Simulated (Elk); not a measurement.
# Easy axis of Cobalt from self-consistent runs, part 2 of 2

Which axis do the moments of Cobalt prefer, and by how much?

Elk 11.2.3 (patched build); LDA (Perdew-Wang); all-electron APW+lo, Dirac cores, scalar-relativistic bands with second-variational spin-orbit coupling.

So far. Step 2 (Moments along [001]): After 21 cycles the largest moment stands at 1.59 μB.

## Step 3: Moments along [100]

The same run along another axis; only the difference of the totals counts.

The cell is turned so that this axis lies along z, and the moments are held along z.

File elk.in:

```
tasks
  0
  15

xctype
  3

reducebf
  0.5

epsengy
  1e-07

maxscl
  120

epspot
  3e-07

rgkmax
  7.5

nempty
  10

swidth
  0.002

lmaxi
  3

lmaxo
  10

lmaxapw
  10

spinpol
  .true.

spinorb
  .true.

cmagz
  .true.

sppath
  './'

avec
  0.00000000000 0.00000000000 4.73829928489
  0.00000000000 4.10348755135 -2.36914964244
  -7.69099635461 0.00000000000 0.00000000000

atoms
  1
  'Co.in'
  2
  0.3333333333 0.6666666667 0.2500000000   0.000000 0.000000 -0.150000
  0.6666666667 0.3333333333 0.7500000000   0.000000 0.000000 -0.150000

ngridk
  14 14 8
```

Run with:

```
$ OMP_NUM_THREADS=16 elk
```

Numbers of over 12 decimals in the logs are rounded to 6 here.

Output:

```text
Warning(gndstate): core states of species 1 leak from the muffin-tin :   0.6996244599E-03
Warning(chksvso): spin-orbit splittings by the second variation are low [figures from our tests cut]: local-orbitals by j (lorbdm 7 and 8, zora) mend levels alone
Warning(init1): few empty states an atom for a second variation :    10.00000000
 they are its basis, with spin, DFT+U, afieldc (12 by default), in Hartree-Fock and RDMFT; 30 and more for pressures

--- INFO.OUT ---
┌─────────────────────────┐
│ Elk code version 11.2.3 │
└─────────────────────────┘

All units are atomic (Hartree, Bohr, etc.)

┌─────────────────────────────────────────────────┐
│ Ground-state run starting from atomic densities │
└─────────────────────────────────────────────────┘

Lattice vectors :
   0.000000000       0.000000000       4.738299285
   0.000000000       4.103487551      -2.369149642
  -7.690996355       0.000000000       0.000000000

Species : 1 (Co)
 muffin-tin radius :    2.334644196
 atomic positions (lattice), magnetic fields (Cartesian) :
  1 :   0.33333333  0.16666667  0.25000000    0.00000000  0.00000000 -0.15000000
  2 :  -0.33333333 -0.16666667 -0.25000000    0.00000000  0.00000000 -0.15000000

Total number of atoms per unit cell :    2
Total muffin-tin volume :    106.6057705
 ratio of muffin-tin to unit cell volume :   0.7128899609

Spin treatment :
 spin-polarised
 spin-orbit coupling
 global magnetic field (Cartesian) :    0.000000000       0.000000000       0.000000000
 collinear magnetisation in z-direction

Number of Bravais lattice symmetries :   24
Number of crystal symmetries         :    4
Crystal has inversion symmetry
Real symmetric eigensolver will be used

k-point grid :     14    14     8
k-point offset :    0.000000000       0.000000000       0.000000000
k-point set is reduced with full crystal symmetry group
Total number of k-points :      429

Muffin-tin radius times maximum |G+k| :    7.500000000
 using average radius
Maximum |G+k| for APW functions       :    3.212480947
Maximum (1/2)|G+k|²                   :    5.160016919
Maximum |G| for potential and density :    12.00000000
Constant for pseudocharge density :    7
 order of it for each species :   14
 order of it for pair densities of each species (exact exchange by exxq0 0: 18) :   11
Radial integration step length :    1

G-vector grid sizes :     20    20    30
Number of G-vectors :     4331

Maximum angular momentum used for
 APW functions            :   10
 outer part of muffin-tin :   10

Number of empty states         :     20
Total number of valence states :     72
Total number of core states    :     24

Third-order local-orbitals added for an l without core states : T
Total number of local-orbitals :     44

Exchange-correlation functional :      3     0     0
 Perdew-Wang/Ceperley-Alder, Phys. Rev. B 45, 13244 (1992)
 gradient requirement :    0
 local density approximation (LDA)

Smearing type :    3
 Fermi-Dirac
Smearing width :   0.2000000000E-02
Effective electronic temperature (K) :    631.5500496

Mixing type :    3
 Broyden mixing, J. Phys. A: Math. Gen. 17, L317 (1984)

Kohn-Sham potential initialised from atomic data

┌──────────────────────────────┐
│ Self-consistent loop started │
└──────────────────────────────┘

[... earlier loops left out ...]

┌──────────────────┐
│ Loop number : 21 │
└──────────────────┘

Energies :
 Fermi                       :     0.290303
 sum of occupied eigenvalues :     -1604.2195038023
 electron kinetic            :      2821.9215034794
 core electron kinetic       :      2551.1019970902
 Coulomb                     :     -5489.5871374509
 Coulomb potential           :     -4274.3927492169
 nuclear-nuclear             :     -499.77031406297
 electron-nuclear            :     -5725.5884756471
 Hartree                     :      735.77165225914
 Madelung                    :     -3352.3907628424
 xc potential                :     -151.64280448487
 xc effective B-field        :    -0.105454
 external B-field            :      0.000000
 exchange                    :     -109.95241636951
 correlation                 :     -4.677597
 electron entropic           :    -0.69918109108902E-03
 total energy                :     -2782.2963467546
 (external B-field energy excluded from total)

Density of states at Fermi energy :    52.83317852
 (states/Hartree/unit cell)

Estimated indirect band gap :   0.3900743605E-04
 from k-point 426 to k-point 94
Estimated direct band gap   :   0.2068629346E-02
 at k-point 169

Charges :
 core                        :    24.00000000
 valence                     :    30.00000000
 interstitial                :    1.660554649
 muffin-tins (core leakage)
  species : 1 (Co)
   atom 1                    :    26.16972268     (  0.6996244599E-03)
   atom 2                    :    26.16972268     (  0.6996244599E-03)
 total in muffin-tins        :    52.33944535
 total calculated charge     :    53.99859576
 total charge                :    54.00000000
 error                       :   0.1404235979E-02

Moments :
 interstitial                :  -0.8270518257E-01
 muffin-tins
  species : 1 (Co)
   atom 1                    :    1.594996671
   atom 2                    :    1.594996671
 total in muffin-tins        :    3.189993342
 total moment                :    3.107288159

┌──────────────────────────────┐
│ Self-consistent loop stopped │
└──────────────────────────────┘

Warning : core states of species 1 leak from the muffin-tin :   0.6996244599E-03

Wrote STATE.OUT
```

Run time: 3.9 min. Hardware: 16 threads of Arm Neoverse V2, shared host; peak memory 1.1 GiB; 61 min of CPU time.

Numbers from this step:

```yaml
density_of_states_at_the_fermi_level: 1.942 states/eV/cell
moment_between_the_spheres: -0.08271 μB
magnetization: 3.107 μB
final_state: ferromagnetic
largest_moment: 1.595 μB
```

It lies -0.0325 meV a cell from the run along [001].

Orbital moment <L> in the sphere by atom:

| atom | x (μB) | y (μB) | z (μB) | size |
| --- | --- | --- | --- | --- |
| Co1 | 0.0000 | 0.0000 | 0.0714 | 0.0714 |
| Co2 | 0.0000 | 0.0000 | 0.0714 | 0.0714 |

## Step 4: Anisotropy

Anisotropy, by row:

| rung | mesh | smearing (eV) | spin-orbit scale | axis | state | energy less the first axis' (meV a primitive cell) | largest spin moment (μB) | its orbital moment along the spin (μB) | sum of orbital moments along the net spin (μB a primitive cell) | CPU time (s) |
| --- | --- | --- | --- | --- | --- | --- | --- | --- | --- | --- |
| 1 | 14x14x8 | 0.05442 | 1 | 001 | ferromagnetic | 0 | 1.595 | 0.07421 | 0.1484 | 1440 |
| 1 | 14x14x8 | 0.05442 | 1 | 100 | ferromagnetic | -0.03253 | 1.595 | 0.07139 | 0.1428 | 3641 |

## Step 5: Results

| Property | Result |
| --- | --- |
| state | ferromagnetic |
| largest spin moment | 1.59 μB |
| easy axis of those tried | not resolved |
| energy along 100 less 001 | -0.0325 meV a primitive cell, -0.24 MJ/m³ |
| its orbital moment along the spin, moments along 001 | 0.0742 μB |

The differences lie near the noise of mesh and convergence, so the easy axis is not resolved. Shape anisotropy is not included.

[Logs and program files are shortened in this print: banners, set-up blocks, solver, clock and traceback lines can be left out without a mark of their own.]

[Logs are printed without paths, hosts, clocks, repeated set-up lines and the standing remarks that a program may print on its own settings, such as how far it seeks lower states.]

[Hosts, paths, dates, database ids (printed as entryN), source tags and the programs' standing remarks are cut or masked in the printed files.]

[Where a cell is said to come from a database of computed structures, the database is the Materials Project.]
